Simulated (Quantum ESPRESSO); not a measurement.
# Grüneisen parameters and expansion of BP (F-43m), part 4 of 8

Wanted: mode Grüneisen parameters of BP and a free-energy fit over volumes.

Experimental results on record:
- volume expansion coefficient 9.6 1e-6/K near room temperature (given in “Thermal expansion coefficients of high thermal conducting BAs and BP materials (three times its linear coefficient)”, 2019, arxiv:1906.04101)

Quantum ESPRESSO 7.5; DFT LDA, scalar-relativistic, plane waves, GBRV ultrasoft pseudopotentials.

So far. Step 3 (Finding the static equilibrium): After the last step pw.x solved the final cell once more on a basis chosen for it, which moves the energy without moving the atoms. Step 4 (Ground state at this cell): On a basis chosen for the relaxed cell the pressure is -0.14 GPa, small enough for phonons.

**5. Zone-centre response**

In a polar crystal the Born charges and ε∞ give the long-range dipole term that a finite supercell misses. They are those of this k-mesh and were not tested on a denser one; where the gap is small they converge slowly, and the LO modes with them.

File ph.in:

```
phonons
 &inputph
    prefix='x',
    outdir='./tmp',
    fildyn='x.dyn',
    tr2_ph=1.0d-18,
    epsil=.true.,
 /
0.000000000 0.000000000 0.000000000
```

File scf.in:

```
 &control
    calculation='scf',
    prefix='x',
    outdir='./tmp',
    pseudo_dir='./pseudo',
    tprnfor=.true.,
    tstress=.true.,
 /
 &system
    ibrav=0,
    nat=2,
    ntyp=2,
    ecutwfc=30.0,
    ecutrho=180.0,
    occupations='fixed',
    nbnd=6,
 /
 &electrons
    conv_thr=1.0d-12,
    mixing_beta=0.7,
    electron_maxstep=100,
 /
ATOMIC_SPECIES
 B      10.8100  B.upf
 P      30.9738  P.upf
CELL_PARAMETERS angstrom
     0.000000000    2.243796736    2.243796736
     2.243796736    0.000000000    2.243796736
     2.243796736    2.243796736    0.000000000
ATOMIC_POSITIONS crystal
 B      0.000000000   0.000000000   0.000000000
 P      0.250000000   0.250000000   0.250000000
K_POINTS automatic
 12 12 12 0 0 0
```

Launch:

```
OMP_NUM_THREADS=1 mpirun -n 4 ph.x -nk 4 -in ph.in > ph.out
```

Log:

```text
[banner, memory and clock lines left out]
Program PHONON v.7.5

     ./tmp/x.save/

     IMPORTANT: XC functional enforced from input :
     Exchange-correlation= PZ
                           (   1   1   0   0   0   0   0)
     Any further DFT definition will be discarded
     Please, verify this is what you really want

     G-vector sticks info

     Reading collected, re-writing distributed wavefunctions in ./tmp/

     Number and degeneracy of irreps per q-point
       N         xq(1)         xq(2)         xq(3)   N irreps
       1   0.000000000   0.000000000   0.000000000       2
        3   3

     Calculation of q =    0.0000000   0.0000000   0.0000000

     phonons

     bravais-lattice index     =            0
     lattice parameter (alat)  =       5.9965  a.u.
     unit-cell volume          =     152.4674 (a.u.)^3
     number of atoms/cell      =            2
     number of atomic types    =            2
     kinetic-energy cut-off    =      30.0000  Ry
     charge density cut-off    =     180.0000  Ry
     convergence threshold     =      1.0E-18
     beta                      =       0.7000
     number of iterations used =            4
     Exchange-correlation= PZ
                           (   1   1   0   0   0   0   0)

     celldm(1)=    5.99649  celldm(2)=    0.00000  celldm(3)=    0.00000
     celldm(4)=    0.00000  celldm(5)=    0.00000  celldm(6)=    0.00000

     crystal axes: (cart. coord. in units of alat)
               a(1) = (  0.0000  0.7071  0.7071 )
               a(2) = (  0.7071  0.0000  0.7071 )
               a(3) = (  0.7071  0.7071  0.0000 )

     reciprocal axes: (cart. coord. in units 2 pi/alat)
               b(1) = ( -0.7071  0.7071  0.7071 )
               b(2) = (  0.7071 -0.7071  0.7071 )
               b(3) = (  0.7071  0.7071 -0.7071 )

     Atoms inside the unit cell:

     Cartesian axes

     site n.  atom      mass           positions (alat units)
        1  B      10.8100   tau(    1) = (    0.00000    0.00000    0.00000  )
        2  P      30.9738   tau(    2) = (    0.35355    0.35355    0.35355  )

     Computing dynamical matrix for
                    q = (   0.0000000   0.0000000   0.0000000 )

     25 Sym.Ops. (with q -> -q+G )

     G cutoff =  163.9485  (   6183 G-vectors)     FFT grid: ( 25, 25, 25)
     G cutoff =  109.2990  (   3383 G-vectors)  smooth grid: ( 24, 24, 24)
     number of k points=    72
                       cart. coord. in units 2pi/alat
        k(    1) = (   0.0000000   0.0000000   0.0000000), wk =   0.0011574
        k(    2) = (   0.0589256   0.0589256  -0.0589256), wk =   0.0092593
        k(    3) = (   0.1178511   0.1178511  -0.1178511), wk =   0.0092593
        k(    4) = (   0.1767767   0.1767767  -0.1767767), wk =   0.0092593
        k(    5) = (   0.2357023   0.2357023  -0.2357023), wk =   0.0092593
        k(    6) = (   0.2946278   0.2946278  -0.2946278), wk =   0.0092593
        k(    7) = (  -0.3535534  -0.3535534   0.3535534), wk =   0.0046296
        k(    8) = (   0.1178511   0.0000000  -0.0000000), wk =   0.0069444
        k(    9) = (   0.1767767   0.0589256  -0.0589256), wk =   0.0277778
        k(   10) = (   0.2357023   0.1178511  -0.1178511), wk =   0.0277778
        k(   11) = (   0.2946278   0.1767767  -0.1767767), wk =   0.0277778
        k(   12) = (   0.3535534   0.2357023  -0.2357023), wk =   0.0277778
        k(   13) = (  -0.2946278  -0.4124790   0.4124790), wk =   0.0277778
        k(   14) = (  -0.2357023  -0.3535534   0.3535534), wk =   0.0277778
        k(   15) = (  -0.1767767  -0.2946278   0.2946278), wk =   0.0277778
        k(   16) = (  -0.1178511  -0.2357023   0.2357023), wk =   0.0277778
[...]
k(   65) = (  -0.2357023  -0.4714045   0.7071068), wk =   0.0277778
        k(   66) = (  -0.1767767  -0.4124790   0.6481812), wk =   0.0555556
        k(   67) = (  -0.1178511  -0.3535534   0.5892557), wk =   0.0277778
        k(   68) = (  -0.1178511  -0.4714045   0.7071068), wk =   0.0277778
        k(   69) = (  -0.0589256  -0.4124790   0.6481812), wk =   0.0555556
        k(   70) = (   0.0000000  -0.3535534   0.5892557), wk =   0.0277778
        k(   71) = (  -0.7071068   0.2357023   0.0000000), wk =   0.0138889
        k(   72) = (  -0.7071068   0.3535534   0.0000000), wk =   0.0069444

     PseudoPot. # 1 for B  read from file:
     ./pseudo/B.upf
     Pseudo is Ultrasoft + core correction, Zval =  3.0
     Using radial grid of  781 points,  4 beta functions with:
                l(1) =   0
                l(2) =   0
                l(3) =   1
                l(4) =   1
     Q(r) pseudized with  8 coefficients,  rinner =    1.100   1.100   1.100

     PseudoPot. # 2 for P  read from file:
     ./pseudo/P.upf
     Pseudo is Ultrasoft + core correction, Zval =  5.0
     Using radial grid of  903 points,  6 beta functions with:
                l(1) =   0
                l(2) =   0
                l(3) =   1
                l(4) =   1
                l(5) =   2
                l(6) =   2
     Q(r) pseudized with  8 coefficients,  rinner =    1.300   1.300   1.300
                                                       1.300   1.300

     Mode symmetry, T_d (-43m)  point group:

     Electric field:
     Dielectric constant
     Born effective charges as d Force / d E

     Atomic displacements:
     There are    2 irreducible representations

     Representation     1      3 modes -  To be done

     Representation     2      3 modes -  To be done

     Alpha used in Ewald sum =   1.9000

     Electric Fields Calculation

      thresh= 1.000E-02 alpha_mix =  0.700 |ddv_scf|^2 =  3.405E-07

      thresh= 5.835E-05 alpha_mix =  0.700 |ddv_scf|^2 =  5.424E-09

      thresh= 7.364E-06 alpha_mix =  0.700 |ddv_scf|^2 =  1.421E-10

      thresh= 1.192E-06 alpha_mix =  0.700 |ddv_scf|^2 =  4.581E-13

      thresh= 6.768E-08 alpha_mix =  0.700 |ddv_scf|^2 =  2.506E-14

      thresh= 1.583E-08 alpha_mix =  0.700 |ddv_scf|^2 =  7.709E-17

      thresh= 8.780E-10 alpha_mix =  0.700 |ddv_scf|^2 =  1.542E-18

      thresh= 1.242E-10 alpha_mix =  0.700 |ddv_scf|^2 =  5.754E-21

     End of electric fields calculation

          Dielectric constant in cartesian axis

          (       9.214043282       0.000000000       0.000000000 )
          (       0.000000000       9.214043282       0.000000000 )
          (      -0.000000000       0.000000000       9.214043282 )

          Effective charges (d Force / dE) in cartesian axis without acoustic sum rule applied (asr)

           atom    1  B     Mean Z*:       -0.63125
      Ex  (       -0.63125       -0.00000        0.00000 )
      Ey  (        0.00000       -0.63125       -0.00000 )
      Ez  (        0.00000       -0.00000       -0.63125 )
           atom    2  P     Mean Z*:        0.63494
      Ex  (        0.63494       -0.00000       -0.00000 )
      Ey  (        0.00000        0.63494       -0.00000 )
      Ez  (       -0.00000       -0.00000        0.63494 )

          Effective charges Sum: Mean:        0.00369
              0.00369        0.00000        0.00000
             -0.00000        0.00369       -0.00000
              0.00000       -0.00000        0.00369

          Effective charges (d Force / dE) in cartesian axis with asr applied:
           atom    1  B     Mean Z*:       -0.63309
      E*x (       -0.63309        0.00000        0.00000 )
      E*y (       -0.00000       -0.63309        0.00000 )
      E*z (        0.00000        0.00000       -0.63309 )
           atom    2  P     Mean Z*:        0.63309
      E*x (        0.63309       -0.00000       -0.00000 )
      E*y (        0.00000        0.63309       -0.00000 )
      E*z (       -0.00000       -0.00000        0.63309 )

     Representation #   1 modes #   1   2   3

     Self-consistent Calculation

      thresh= 1.000E-02 alpha_mix =  0.700 |ddv_scf|^2 =  1.170E-07

      thresh= 3.421E-05 alpha_mix =  0.700 |ddv_scf|^2 =  4.365E-09

      thresh= 6.607E-06 alpha_mix =  0.700 |ddv_scf|^2 =  2.718E-10

      thresh= 1.649E-06 alpha_mix =  0.700 |ddv_scf|^2 =  4.160E-13

      thresh= 6.450E-08 alpha_mix =  0.700 |ddv_scf|^2 =  1.723E-14

      thresh= 1.313E-08 alpha_mix =  0.700 |ddv_scf|^2 =  5.679E-17

      thresh= 7.536E-10 alpha_mix =  0.700 |ddv_scf|^2 =  2.264E-18

      thresh= 1.505E-10 alpha_mix =  0.700 |ddv_scf|^2 =  2.155E-20

     End of self-consistent calculation

     Convergence has been achieved

     Representation #   2 modes #   4   5   6

     Self-consistent Calculation

      thresh= 1.000E-02 alpha_mix =  0.700 |ddv_scf|^2 =  1.292E-07

      thresh= 3.594E-05 alpha_mix =  0.700 |ddv_scf|^2 =  2.146E-09

      thresh= 4.633E-06 alpha_mix =  0.700 |ddv_scf|^2 =  1.646E-10

      thresh= 1.283E-06 alpha_mix =  0.700 |ddv_scf|^2 =  2.274E-13

      thresh= 4.768E-08 alpha_mix =  0.700 |ddv_scf|^2 =  7.218E-15

      thresh= 8.496E-09 alpha_mix =  0.700 |ddv_scf|^2 =  3.146E-17

      thresh= 5.609E-10 alpha_mix =  0.700 |ddv_scf|^2 =  1.518E-18

      thresh= 1.232E-10 alpha_mix =  0.700 |ddv_scf|^2 =  1.382E-20

     End of self-consistent calculation

     Convergence has been achieved

     Number of q in the star =    1
     List of q in the star:
          1   0.000000000   0.000000000   0.000000000

          Dielectric constant in cartesian axis

          (       9.214043282       0.000000000       0.000000000 )
          (       0.000000000       9.214043282       0.000000000 )
          (      -0.000000000       0.000000000       9.214043282 )

          Effective charges (d Force / dE) in cartesian axis without acoustic sum rule applied (asr)

           atom    1  B     Mean Z*:       -0.63125
      Ex  (       -0.63125       -0.00000        0.00000 )
      Ey  (        0.00000       -0.63125       -0.00000 )
      Ez  (        0.00000       -0.00000       -0.63125 )
           atom    2  P     Mean Z*:        0.63494
      Ex  (        0.63494       -0.00000       -0.00000 )
      Ey  (        0.00000        0.63494       -0.00000 )
      Ez  (       -0.00000       -0.00000        0.63494 )

          Effective charges Sum: Mean:        0.00369
              0.00369        0.00000        0.00000
             -0.00000        0.00369       -0.00000
              0.00000       -0.00000        0.00369

          Effective charges (d Force / dE) in cartesian axis with asr applied:
           atom    1  B     Mean Z*:       -0.63309
      E*x (       -0.63309        0.00000        0.00000 )
      E*y (       -0.00000       -0.63309        0.00000 )
      E*z (        0.00000        0.00000       -0.63309 )
           atom    2  P     Mean Z*:        0.63309
      E*x (        0.63309       -0.00000       -0.00000 )
      E*y (        0.00000        0.63309       -0.00000 )
      E*z (       -0.00000       -0.00000        0.63309 )

     Diagonalizing the dynamical matrix

     q = (    0.000000000   0.000000000   0.000000000 )

 **************************************************************************
     freq (    1) =      -0.394275 [THz] =     -13.151595 [cm-1]
     freq (    2) =      -0.394275 [THz] =     -13.151595 [cm-1]
     freq (    3) =      -0.394275 [THz] =     -13.151595 [cm-1]
     freq (    4) =      24.685508 [THz] =     823.419928 [cm-1]
     freq (    5) =      24.685508 [THz] =     823.419928 [cm-1]
     freq (    6) =      24.685508 [THz] =     823.419928 [cm-1]
 **************************************************************************

     Mode symmetry, T_d (-43m)  point group:

     freq (   1-   3) =        -13.2  [cm-1]   --> T_2  G_15 P_4   I+R
     freq (   4-   6) =        823.4  [cm-1]   --> T_2  G_15 P_4   I+R
```

Wall time 39 s (4 MPI ranks of Intel Xeon Platinum 8175M at 2.50GHz (Skylake/Cascade Lake), shared host); 2.6 min of CPU time.

This step gave:

| Property | Result |
| --- | --- |
| Γ frequencies | -13.15, -13.15, -13.15, 823.4, 823.4, 823.4 cm⁻¹ (negative: imaginary) |
| Γ symmetry | T_2 G_15 P_4 I+R, T_2 G_15 P_4 I+R, T_2 G_15 P_4 I+R, T_2 G_15 P_4 I+R, T_2 G_15 P_4 I+R, T_2 G_15 P_4 I+R |

ε∞:

```
9.21 0.00 0.00
0.00 9.21 0.00
0.00 0.00 9.21
```

Born charge (rows field, columns displacement), before the sum rule (e), principal values of the symmetric part by kind of site:

| atom | atoms with these values | low | middle | high | mean |
| --- | --- | --- | --- | --- | --- |
| B1 | 1 | -0.6312 | -0.6312 | -0.6312 | -0.6312 |
| P2 | 1 | 0.6349 | 0.6349 | 0.6349 | 0.6349 |

In full for P2:

```
0.6349 0.0000 0.0000
0.0000 0.6349 0.0000
0.0000 0.0000 0.6349
```

The Born charges sum to zero within 0.0037 e; the rest is removed before use. Acoustic frequencies in this log differ from zero by the error of the sum rule, which ph.x does not impose.

[end of part 4 of 8]

[Logs are printed without paths, hosts, clocks, repeated set-up lines and the standing remarks that a program may print on its own settings, such as how far it seeks lower states.]

[Hosts, paths, dates, database ids (printed as entryN), source tags and the programs' standing remarks are cut or masked in the printed files.]

[A step with changed settings may run another functional than the one named; its input shows which.]

[Of the runs on displaced cells, only some may be shown.]
